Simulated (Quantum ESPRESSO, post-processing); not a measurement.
# 1T-HfO2, 1 layer: solver and mixing choices, part 3 of 3

Wanted: time, iterations and memory of 1T-HfO2, 1 layer by eigensolver and mixing.

Quantum ESPRESSO 7.5; plane-wave DFT, PBE, SPMS norm-conserving pseudopotentials.

So far. Step 6 (Self-consistent run: david, local-TF mixing, beta 0.7 …): Counted from each run's own zero (the valence top), the vacuum level differs from the first run's by -1 meV. Step 7 (Ground state: david, local-TF mixing, beta 0.2, history …): Counted from each run's own zero (the valence top), the vacuum level differs from the first run's by +0 meV.

## 8. Ground state: david, local-TF mixing, beta 0.4, history 4

The input, c6.in:

```
&control
  prefix = 'c6'
  outdir = './out'
  pseudo_dir = './pseudo'
  calculation = 'scf'
  tprnfor = .true.
/
&system
  ibrav = 0
  nat = 3
  ntyp = 2
  ecutwfc = 60
  ecutrho = 240
  occupations = 'smearing'
  smearing = 'fd'
  degauss = 0.004
  assume_isolated = 'esm'
  esm_bc = 'bc1'
/
&electrons
  conv_thr = 1e-07
  mixing_beta = 0.4
  electron_maxstep = 80
  mixing_mode = 'local-TF'
  diagonalization = 'david'
  mixing_ndim = 4
/
ATOMIC_SPECIES
  O   15.9990  08_O_6_1.2_1.4_pbe_n_v1.0.upf
  Hf  178.4900  72_Hf_12_2.3_3.0_pbe_n_v1.0.upf
CELL_PARAMETERS angstrom
  3.24000000000000 0.00000000000000 0.00000000000000
  -1.62000000000000 2.80592230826158 0.00000000000000
  0.00000000000000 0.00000000000000 19.51859087586690
ATOMIC_POSITIONS crystal
  O   0.666666666667 0.333333333333 -0.064517743414
  Hf  0.000000000000 0.000000000000 0.000000000000
  O   0.333333333333 0.666666666667 0.064517743414
K_POINTS automatic
  12 12 1 0 0 0
```

Started as:

```console
$ OMP_NUM_THREADS=1 mpirun -n 4 pw.x -nk 4 -in c6.in > c6.out
```

What it wrote:

```text
[banner, memory and clock lines left out]
Program PWSCF v.7.5 starts
[...]
Message from routine setup:
[...]
number of electrons       =        24.00
     number of Kohn-Sham states=           16
     kinetic-energy cutoff     =      60.0000  Ry
     charge density cutoff     =     240.0000  Ry
[...]
number of k points=    19  Fermi-Dirac smearing, width (Ry)=  0.0040
[...]
Dense  grid:    74941 G-vectors     FFT dimensions: (  32,  32, 192)
[...]
negative rho (up, down):  8.091E-06 0.000E+00
     Starting wfcs are   18 randomized atomic wfcs
[...]
negative rho (up, down):  2.516E-04 0.000E+00
[...]
estimated scf accuracy    <       1.36531559 Ry
[...]
negative rho (up, down):  1.232E-03 0.000E+00
[...]
estimated scf accuracy    <       0.48466151 Ry
[...]
negative rho (up, down):  2.712E-04 0.000E+00
[...]
estimated scf accuracy    <       0.28044137 Ry
[...]
negative rho (up, down):  4.982E-04 0.000E+00
[...]
estimated scf accuracy    <       0.03896741 Ry
[...]
negative rho (up, down):  3.234E-04 0.000E+00
[...]
estimated scf accuracy    <       0.08017162 Ry
[...]
negative rho (up, down):  2.943E-07 0.000E+00
[...]
estimated scf accuracy    <       0.07753847 Ry
[...]
estimated scf accuracy    <       0.00975752 Ry
[...]
estimated scf accuracy    <       0.02088152 Ry
[...]
estimated scf accuracy    <       0.00406983 Ry
[...]
estimated scf accuracy    <       0.00404530 Ry
[...]
estimated scf accuracy    <       0.15773439 Ry
[...]
estimated scf accuracy    <       0.07615453 Ry
[...]
estimated scf accuracy    <       0.00032010 Ry
[...]
estimated scf accuracy    <       0.00125458 Ry
[...]
estimated scf accuracy    <       0.00138978 Ry
[...]
estimated scf accuracy    <       0.00106352 Ry
[...]
negative rho (up, down):  4.898E-08 0.000E+00
[...]
estimated scf accuracy    <       0.00043426 Ry
[...]
negative rho (up, down):  3.296E-05 0.000E+00
[...]
estimated scf accuracy    <       0.00049294 Ry
[...]
negative rho (up, down):  1.503E-04 0.000E+00
[...]
estimated scf accuracy    <       0.00004743 Ry
[...]
negative rho (up, down):  1.369E-04 0.000E+00
[...]
estimated scf accuracy    <       0.00010841 Ry
[...]
negative rho (up, down):  7.344E-05 0.000E+00
[...]
estimated scf accuracy    <       0.00004892 Ry
[...]
estimated scf accuracy    <       0.00000821 Ry
[...]
negative rho (up, down):  1.451E-06 0.000E+00
[...]
estimated scf accuracy    <       0.00000857 Ry
[...]
negative rho (up, down):  9.775E-06 0.000E+00
[...]
estimated scf accuracy    <       0.00000069 Ry
[...]
negative rho (up, down):  1.143E-06 0.000E+00
[...]
estimated scf accuracy    <       0.00000132 Ry
[...]
estimated scf accuracy    <       0.00000056 Ry
[...]
the Fermi energy is    -7.4336 ev
!    total energy              =    -179.40184891 Ry
     estimated scf accuracy    <       0.00000006 Ry
     smearing contrib. (-TS)   =      -0.00000000 Ry
     internal energy E=F+TS    =    -179.40184891 Ry
[...]
one-electron contribution =     446.56970612 Ry
     hartree contribution      =    -226.63105052 Ry
     xc contribution           =     -44.14093050 Ry
     ewald contribution        =    -355.19957401 Ry
     convergence has been achieved in  27 iterations
[...]
Total force =     0.226674     Total SCF correction =     0.000319
[...]
```

Run time: 50 s. Hardware: 4 MPI ranks of Arm Neoverse V2, shared host; peak memory 0.42 GiB.

This step gave:

* Fermi energy: -7.434 eV
* valence top, on the run's zero: -8.866 eV
* conduction bottom, on the run's zero: -5.595 eV
* vacuum line at the lower end of the cell, over the valence top: 8.866 eV
* vacuum line at the upper end of the cell, over the valence top: 8.866 eV

The program's own clock; routines nest. Time by routine:

| routine | wall time (s) | calls |
| --- | --- | --- |
| PWSCF | 48.95 | 1 |
| electrons | 47.95 | 1 |
| c_bands | 28.79 | 27 |
| cegterg | 24.91 | 135 |
| h_psi | 20.74 | 866 |
| vloc_psi | 16.85 | 866 |
| fftw | 16.79 | 16128 |
| mix_rho | 13.48 | 27 |
| ffts | 8.11 | 2933 |
| sum_band | 3.45 | 27 |
| v_of_rho | 2.03 | 28 |
| calbec | 1.94 | 886 |
| add_vuspsi | 1.93 | 866 |
| h_psi:calbec | 1.87 | 866 |

Counted from each run's own zero (the valence top), the vacuum level differs from the first run's by +3 meV.

## 9. Self-consistent run: cg, local-TF mixing, beta 0.4, history 8

c7.in is the input of step 8 with these lines changed:

```diff
@@ -1,3 +1,3 @@
 &control
-  prefix = 'c6'
+  prefix = 'c7'
   outdir = './out'
@@ -24,4 +24,4 @@
   mixing_mode = 'local-TF'
-  diagonalization = 'david'
-  mixing_ndim = 4
+  diagonalization = 'cg'
+  mixing_ndim = 8
 /
```

Started as:

```console
$ OMP_NUM_THREADS=1 mpirun -n 4 pw.x -nk 4 -in c7.in > c7.out
```

What it wrote:

```text
[banner, memory and clock lines left out]
Program PWSCF v.7.5 starts
[...]
Message from routine setup:
[...]
number of electrons       =        24.00
     number of Kohn-Sham states=           16
     kinetic-energy cutoff     =      60.0000  Ry
     charge density cutoff     =     240.0000  Ry
[...]
number of k points=    19  Fermi-Dirac smearing, width (Ry)=  0.0040
[...]
Dense  grid:    74941 G-vectors     FFT dimensions: (  32,  32, 192)
[...]
negative rho (up, down):  8.091E-06 0.000E+00
     Starting wfcs are   18 randomized atomic wfcs
[...]
negative rho (up, down):  4.790E-07 0.000E+00
[...]
estimated scf accuracy    <       1.18312773 Ry
[...]
negative rho (up, down):  4.452E-07 0.000E+00
[...]
estimated scf accuracy    <       0.28499484 Ry
[...]
negative rho (up, down):  1.086E-06 0.000E+00
[...]
estimated scf accuracy    <       0.05503765 Ry
[...]
negative rho (up, down):  4.057E-08 0.000E+00
[...]
estimated scf accuracy    <       0.06237903 Ry
[...]
estimated scf accuracy    <       0.00405430 Ry
[...]
estimated scf accuracy    <       0.00162200 Ry
[...]
estimated scf accuracy    <       0.00033173 Ry
[...]
estimated scf accuracy    <       0.00002710 Ry
[...]
negative rho (up, down):  1.585E-04 0.000E+00
[...]
estimated scf accuracy    <       0.00001710 Ry
[...]
negative rho (up, down):  7.370E-05 0.000E+00
[...]
estimated scf accuracy    <       0.00001478 Ry
[...]
estimated scf accuracy    <       0.00000647 Ry
[...]
estimated scf accuracy    <       0.00002433 Ry
[...]
negative rho (up, down):  3.130E-06 0.000E+00
[...]
estimated scf accuracy    <       0.00000070 Ry
[...]
negative rho (up, down):  2.034E-08 0.000E+00
[...]
estimated scf accuracy    <       0.00000136 Ry
[...]
the Fermi energy is    -7.4316 ev
!    total energy              =    -179.40184895 Ry
     estimated scf accuracy    <       0.00000001 Ry
     smearing contrib. (-TS)   =      -0.00000000 Ry
     internal energy E=F+TS    =    -179.40184895 Ry
[...]
one-electron contribution =     446.56774033 Ry
     hartree contribution      =    -226.62918125 Ry
     xc contribution           =     -44.14083402 Ry
     ewald contribution        =    -355.19957401 Ry
     convergence has been achieved in  15 iterations
[...]
Total force =     0.226678     Total SCF correction =     0.000225
[...]
```

Wall time 31 s (4 MPI ranks); peak memory 0.41 GiB; 2.1 min of CPU time.

This step gave:

```
Fermi energy                                                   : -7.432 eV
valence top, on the run's zero                                 : -8.863 eV
conduction bottom, on the run's zero                           : -5.593 eV
gap by band count                                              : 3.270 eV
vacuum line at the lower end of the cell, over the valence top : 8.863 eV
vacuum line at the upper end of the cell, over the valence top : 8.863 eV
```

The program's own clock; routines nest. Time by routine:

| routine | wall time (s) | calls |
| --- | --- | --- |
| PWSCF | 30.72 | 1 |
| electrons | 29.71 | 1 |
| c_bands | 19.2 | 15 |
| h_psi | 15.41 | 3118 |
| ccgdiagg | 14.85 | 75 |
| hs_1psi | 12 | 3043 |
| vloc_psi | 10.54 | 3118 |
| fftw | 10.32 | 9706 |
| mix_rho | 7.37 | 15 |
| ffts | 4.44 | 1613 |
| calbec | 3.91 | 6181 |
| wfcrot | 3.75 | 75 |
| add_vuspsi | 2.7 | 3118 |
| h_psi:calbec | 2.08 | 3118 |

Counted from each run's own zero (the valence top), the vacuum level differs from the first run's by -0 meV.

## 10. Ground state: ppcg, local-TF mixing, beta 0.4, history 8

c8.in is the input of step 9 with these lines changed:

```diff
@@ -1,3 +1,3 @@
 &control
-  prefix = 'c7'
+  prefix = 'c8'
   outdir = './out'
@@ -24,3 +24,3 @@
   mixing_mode = 'local-TF'
-  diagonalization = 'cg'
+  diagonalization = 'ppcg'
   mixing_ndim = 8
```

Started as:

```console
$ OMP_NUM_THREADS=1 mpirun -n 4 pw.x -nk 4 -in c8.in > c8.out
```

What it wrote:

```text
[banner, memory and clock lines left out]
Program PWSCF v.7.5 starts

          URL

 %%%%%%%%%%%%%%%%%%%%%%%%%%%%%%%%%%%%%%%%%%%%%%%%%%%%%%%%%%%%%%%%%%%%%%%%%%%%%%
     Error in routine iosys (1):
     PPCG diagonalization not supported anymore (Dec. 2024)
 %%%%%%%%%%%%%%%%%%%%%%%%%%%%%%%%%%%%%%%%%%%%%%%%%%%%%%%%%%%%%%%%%%%%%%%%%%%%%%

     stopping ...
[the rest left out]
```

Wall time 0.5 s (4 MPI ranks); peak memory 0.09 GiB.

The input was rejected at the start.

The fault put into the input: an eigensolver that this release has dropped (electrons.diagonalization = "ppcg").

The message: “iosys (1): PPCG diagonalization not supported anymore (Dec. 2024)”. This release no longer has that solver; david, paro or rmm-davidson serve.

## 11. Ground state: paro, local-TF mixing, beta 0.4, history 8

c9.in is the input of step 10 with these lines changed:

```diff
@@ -1,3 +1,3 @@
 &control
-  prefix = 'c8'
+  prefix = 'c9'
   outdir = './out'
@@ -24,3 +24,3 @@
   mixing_mode = 'local-TF'
-  diagonalization = 'ppcg'
+  diagonalization = 'paro'
   mixing_ndim = 8
```

Started as:

```console
$ OMP_NUM_THREADS=1 mpirun -n 4 pw.x -nk 4 -in c9.in > c9.out
```

What it wrote:

```text
[banner, memory and clock lines left out]
Program PWSCF v.7.5 starts
[...]
Message from routine setup:
[...]
number of electrons       =        24.00
     number of Kohn-Sham states=           16
     kinetic-energy cutoff     =      60.0000  Ry
     charge density cutoff     =     240.0000  Ry
[...]
number of k points=    19  Fermi-Dirac smearing, width (Ry)=  0.0040
[...]
Dense  grid:    74941 G-vectors     FFT dimensions: (  32,  32, 192)
[...]
negative rho (up, down):  8.091E-06 0.000E+00
     Starting wfcs are   18 randomized atomic wfcs
[...]
negative rho (up, down):  3.745E-08 0.000E+00
[...]
estimated scf accuracy    <       1.14686439 Ry
[...]
estimated scf accuracy    <       0.24662177 Ry
[...]
estimated scf accuracy    <       0.02333087 Ry
[...]
estimated scf accuracy    <       0.02236031 Ry
[...]
estimated scf accuracy    <       0.00056394 Ry
[...]
estimated scf accuracy    <       0.00047133 Ry
[...]
estimated scf accuracy    <       0.00005158 Ry
[...]
negative rho (up, down):  4.040E-04 0.000E+00
[...]
estimated scf accuracy    <       0.00021194 Ry
[...]
negative rho (up, down):  1.910E-04 0.000E+00
[...]
estimated scf accuracy    <       0.00005914 Ry
[...]
negative rho (up, down):  2.497E-05 0.000E+00
[...]
estimated scf accuracy    <       0.00000366 Ry
[...]
negative rho (up, down):  1.115E-05 0.000E+00
[...]
estimated scf accuracy    <       0.00000131 Ry
[...]
estimated scf accuracy    <       0.00000057 Ry
[...]
the Fermi energy is    -7.4310 ev
!    total energy              =    -179.40184896 Ry
     estimated scf accuracy    <          3.7E-09 Ry
     smearing contrib. (-TS)   =      -0.00000000 Ry
     internal energy E=F+TS    =    -179.40184896 Ry
[...]
one-electron contribution =     446.56853628 Ry
     hartree contribution      =    -226.62997652 Ry
     xc contribution           =     -44.14083471 Ry
     ewald contribution        =    -355.19957401 Ry
     convergence has been achieved in  13 iterations
[...]
Total force =     0.226643     Total SCF correction =     0.000042
[...]
```

It took 44 s on 4 MPI ranks; peak memory 0.45 GiB.

Numbers from this step:

- Fermi energy: -7.431 eV
- conduction bottom, on the run's zero: -5.592 eV

The program's own clock; routines nest. Time by routine:

| routine | wall time (s) | calls |
| --- | --- | --- |
| PWSCF | 43.67 | 1 |
| electrons | 42.68 | 1 |
| c_bands | 33.99 | 13 |
| paro_k | 27.21 | 65 |
| h_psi | 21.03 | 1414 |
| vloc_psi | 16.55 | 1414 |
| fftw | 15.45 | 14706 |
| mix_rho | 5.94 | 13 |
| ffts | 3.57 | 1289 |
| add_vuspsi | 2.22 | 1414 |
| calbec | 2.22 | 1434 |
| h_psi:calbec | 2.16 | 1414 |
| sum_band | 1.66 | 13 |
| v_of_rho | 0.99 | 14 |

Counted from each run's own zero (the valence top), the vacuum level differs from the first run's by -1 meV.

## 12. SCF with pw.x: rmm-davidson, local-TF mixing, beta 0.4, history 8

c10.in is the input of step 11 with these lines changed:

```diff
@@ -1,3 +1,3 @@
 &control
-  prefix = 'c9'
+  prefix = 'c10'
   outdir = './out'
@@ -24,3 +24,3 @@
   mixing_mode = 'local-TF'
-  diagonalization = 'paro'
+  diagonalization = 'rmm-davidson'
   mixing_ndim = 8
```

Started as:

```console
$ OMP_NUM_THREADS=1 mpirun -n 4 pw.x -nk 4 -in c10.in > c10.out
```

What it wrote:

```text
[banner, memory and clock lines left out]
Program PWSCF v.7.5 starts
[...]
Message from routine setup:
[...]
number of electrons       =        24.00
     number of Kohn-Sham states=           16
     kinetic-energy cutoff     =      60.0000  Ry
     charge density cutoff     =     240.0000  Ry
[...]
number of k points=    19  Fermi-Dirac smearing, width (Ry)=  0.0040
[...]
Dense  grid:    74941 G-vectors     FFT dimensions: (  32,  32, 192)
[...]
negative rho (up, down):  8.091E-06 0.000E+00
     Starting wfcs are   18 randomized atomic wfcs
[...]
negative rho (up, down):  2.516E-04 0.000E+00
[...]
estimated scf accuracy    <       1.36531559 Ry
[...]
negative rho (up, down):  1.232E-03 0.000E+00
[...]
estimated scf accuracy    <       0.48466151 Ry
[...]
negative rho (up, down):  2.425E-04 0.000E+00
[...]
estimated scf accuracy    <       0.52159302 Ry
[...]
negative rho (up, down):  6.531E-04 0.000E+00
[...]
estimated scf accuracy    <       0.08302682 Ry
[...]
estimated scf accuracy    <       0.08697483 Ry
[...]
estimated scf accuracy    <       0.06763031 Ry
[...]
estimated scf accuracy    <       0.06955863 Ry
[...]
estimated scf accuracy    <       0.08069563 Ry
[...]
estimated scf accuracy    <       0.03797872 Ry
[...]
estimated scf accuracy    <       0.05031869 Ry
[...]
estimated scf accuracy    <       0.10567466 Ry
[...]
estimated scf accuracy    <       0.00589172 Ry
[...]
estimated scf accuracy    <       0.08002947 Ry
[...]
estimated scf accuracy    <       0.00411660 Ry
[...]
negative rho (up, down):  5.582E-05 0.000E+00
[...]
estimated scf accuracy    <       0.00112748 Ry
[...]
negative rho (up, down):  3.190E-06 0.000E+00
[...]
estimated scf accuracy    <       0.03929693 Ry
[...]
negative rho (up, down):  1.619E-04 0.000E+00
[...]
estimated scf accuracy    <       0.00309229 Ry
[...]
negative rho (up, down):  1.524E-04 0.000E+00
[...]
estimated scf accuracy    <       0.00024274 Ry
[...]
negative rho (up, down):  6.338E-05 0.000E+00
[...]
estimated scf accuracy    <       0.00008787 Ry
[...]
negative rho (up, down):  1.934E-05 0.000E+00
[...]
estimated scf accuracy    <       0.00001987 Ry
[...]
estimated scf accuracy    <       0.00001565 Ry
[...]
estimated scf accuracy    <       0.00000179 Ry
[...]
the Fermi energy is    -7.4316 ev
!    total energy              =    -179.40184890 Ry
     estimated scf accuracy    <       0.00000007 Ry
     smearing contrib. (-TS)   =      -0.00000000 Ry
     internal energy E=F+TS    =    -179.40184890 Ry
[...]
one-electron contribution =     446.56903815 Ry
     hartree contribution      =    -226.63027195 Ry
     xc contribution           =     -44.14104109 Ry
     ewald contribution        =    -355.19957401 Ry
     convergence has been achieved in  23 iterations
[...]
Total force =     0.226615     Total SCF correction =     0.000366
[...]
```

Wall time 36 s (4 MPI ranks); peak memory 0.48 GiB; 2.4 min of CPU time.

Numbers from this step:

- Fermi energy: -7.432 eV
- valence top, on the run's zero: -8.864 eV
- conduction bottom, on the run's zero: -5.593 eV
- gap by band count: 3.271 eV
- vacuum line at the lower end of the cell, over the valence top: 8.864 eV
- vacuum line at the upper end of the cell, over the valence top: 8.864 eV

The program's own clock; routines nest. Time by routine:

| routine | wall time (s) | calls |
| --- | --- | --- |
| PWSCF | 34.96 | 1 |
| electrons | 33.97 | 1 |
| c_bands | 18.68 | 23 |
| h_psi | 14.43 | 435 |
| fftw | 12.18 | 11488 |
| vloc_psi | 11.87 | 435 |
| mix_rho | 10.52 | 23 |
| crmmdiagg | 7.58 | 85 |
| ffts | 6.23 | 2233 |
| wfcrot | 4.74 | 90 |
| sum_band | 2.93 | 23 |
| v_of_rho | 1.7 | 24 |
| calbec | 1.31 | 455 |
| add_vuspsi | 1.26 | 435 |

Counted from each run's own zero (the valence top), the vacuum level differs from the first run's by +1 meV.

## 13. The series side by side

All levels:

| level | vacuum level over the valence top (eV) | its change from the first (meV) | energy from the first (meV an atom) | SCF iterations | wall time (s) | peak memory (GiB) | CPU time (s) |
| --- | --- | --- | --- | --- | --- | --- | --- |
| david, local-TF mixing, beta 0.4, history 8 | 8.863 | 0 | 0 | 28 | 51.5 | 0.43 | 205.6 |
| david, plain mixing, beta 0.4, history 8 | 8.863 | 0.14 | 9.07e-5 | 14 | 23.09 | 0.42 | 92.02 |
| david, plain mixing, beta 0.7, history 8 | 8.862 | -1.462 | 0 | 29 | 36.47 | 0.46 | 145.5 |
| david, TF mixing, beta 0.4, history 8 | 8.859 | -4.058 | 1.36e-4 | 33 | 43.19 | 0.43 | 172.4 |
| david, local-TF mixing, beta 0.7, history 8 | 8.862 | -0.71 | 9.07e-4 | 16 | 34.15 | 0.43 | 136.2 |
| david, local-TF mixing, beta 0.2, history 8 | 8.864 | 0.4483 | 0 | 38 | 68.1 | 0.45 | 272.1 |
| david, local-TF mixing, beta 0.4, history 4 | 8.866 | 2.95 | 1.36e-4 | 27 | 49.5 | 0.42 | 197.6 |
| cg, local-TF mixing, beta 0.4, history 8 | 8.863 | -0.3517 | -4.54e-5 | 15 | 31.27 | 0.41 | 124.7 |
| paro, local-TF mixing, beta 0.4, history 8 | 8.863 | -0.5383 | -9.07e-5 | 13 | 44.22 | 0.45 | 176.5 |
| rmm-davidson, local-TF mixing, beta 0.4, history 8 | 8.864 | 0.995 | 1.81e-4 | 23 | 35.51 | 0.48 | 141.7 |

## 14. Outcome

```yaml
fastest: david, plain mixing, beta 0.4, history 8: 23 s, 14 iterations
slowest_that_converged: david, local-TF mixing, beta 0.2, history 8: 68 s, 38 iterations
fewest_iterations: paro, local-TF mixing, beta 0.4, history 8: 13
largest_change_of_the_vacuum_level: 4 meV
```

What this shows: The fastest choice is david, plain mixing, beta 0.4, history 8: 23 s, 14 iterations. The converged runs took 13 to 38 iterations and agree within 7 meV in the vacuum level; counts also move with the parallel layout and the random start, so differences of a few iterations rank nothing. Refused or stopped by an error: ppcg, local-TF mixing, beta 0.4, history 8. The times come from a shared host and are rough. Peak memory is sampled during the run and can miss the peak. The geometry is as built, not relaxed.

[Logs are printed without paths, hosts, clocks, repeated set-up lines and the standing remarks that a program may print on its own settings, such as how far it seeks lower states.]

[Hosts, paths, dates, database ids (printed as entryN), source tags and the programs' standing remarks are cut or masked in the printed files.]

[Maps of the electrostatic potential energy from Ansatz leave out the sawtooth potential of an applied field or a dipole correction, so their vacuum need not be flat; planar profiles and work functions include it.]
